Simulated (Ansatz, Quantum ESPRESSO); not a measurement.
# Ge (diamond): bulk modulus from a few volumes

How stiff is diamond Ge under hydrostatic load? Each row relaxes cell and atoms at a set pressure. The phase is followed to these pressures whether or not it stays the stable one.

Calculated with Ansatz 0.2.0, PBEsol, PAW files of the set soft_1, cutoff 600 eV, Fermi–Dirac smearing 0.02 eV, k-mesh 8×8×8, no spin polarisation, no spin-orbit coupling.

The runs at 30 GPa are left out: their cell edges leave the smooth trend of the others, as when the structure changes.

Reference cell, relaxed at zero pressure with PBEsol (Fd-3m): a = 4.0133 Å, b = 4.0133 Å, c = 4.0133 Å, α = 60.00°, β = 60.00°, γ = 60.00°.

```csv
atom,x,y,z
Ge,0.5000,0.5000,0.5000
Ge,0.7500,0.7500,0.7500
```

| V (Å³/atom) | V/V0 | P (GPa) | E − E0 (meV/atom) |
| --- | --- | --- | --- |
| 24.5240 | 1.0731 | −3.994 | 22.2 |
| 20.3966 | 0.8925 | 9.997 | 68.1 |
| 19.5800 | 0.8568 | 15.000 | 131.4 |
| 18.9036 | 0.8272 | 20.002 | 205.0 |

V0 = 22.8535 Å³ an atom, where the residual pressure P0 is +0.009 GPa. **Question.** Fit the Birch–Murnaghan law and give the pressure and the energy at V = 21.4246 Å³ an atom, a row left out above.

With the Eulerian strain f = ½[(V0/V)^(2/3) − 1] and F = (P − P0)/[3f(1 + 2f)^(5/2)], the third-order law is the line F = B0 + (3/2) B0 (B′ − 4) f.

```
       f  F (GPa)
 0.06743    72.04
 0.05428    71.15
 0.03939    69.93
−0.02297    65.33
```

A straight line through the 4 rows: the means are 0.03453 for f and 69.612 for F, Σ(Δx)² = 0.004802 and ΣΔxΔy = 0.358, so the slope is 0.358/0.004802 = 74.551 and the intercept 69.612 − (74.551)(0.03453) = 67.038.

Hence B0 = 67.0 GPa and B′ = 4 + (74.6)/(1.5 × 67.0) = 4.74. For the withheld volume f = 0.02199, F = 68.68 GPa and P = 5.05 GPa. The run itself gives 5.00 GPa, so the estimate misses by 0.05 GPa, more than the largest misfit of the fitted rows (0.01 GPa).

Integrating the same law gives E − E0 = (9/2) B0 V0 f²[1 + (B′ − 4) f] + P0(V0 − V), with 1 GPa Å³ = 6.2415 meV: 21.2 meV an atom. The run itself gives 20.7 meV, so the estimate misses by 0.5 meV; the fitted rows themselves lie up to 0.7 meV off the law.

The same fit over all rows at other levels or in other programs gives B0 = 67 GPa with PBEsol (Quantum ESPRESSO, GBRV).

Measured volume: 22.639 Å³ an atom (doi:10.1107/S0021889875010965, 298.15 K), so V0 is +0.9 % off. A stiffness follows the volume as d ln B/d ln V = −B′, which moves B0 by about +5 % when it is taken at the measured volume.

The calculation is for a static lattice, while measurements hold thermal and zero-point motion.

[Logs are printed without paths, hosts, clocks, repeated set-up lines and the standing remarks that a program may print on its own settings, such as how far it seeks lower states.]
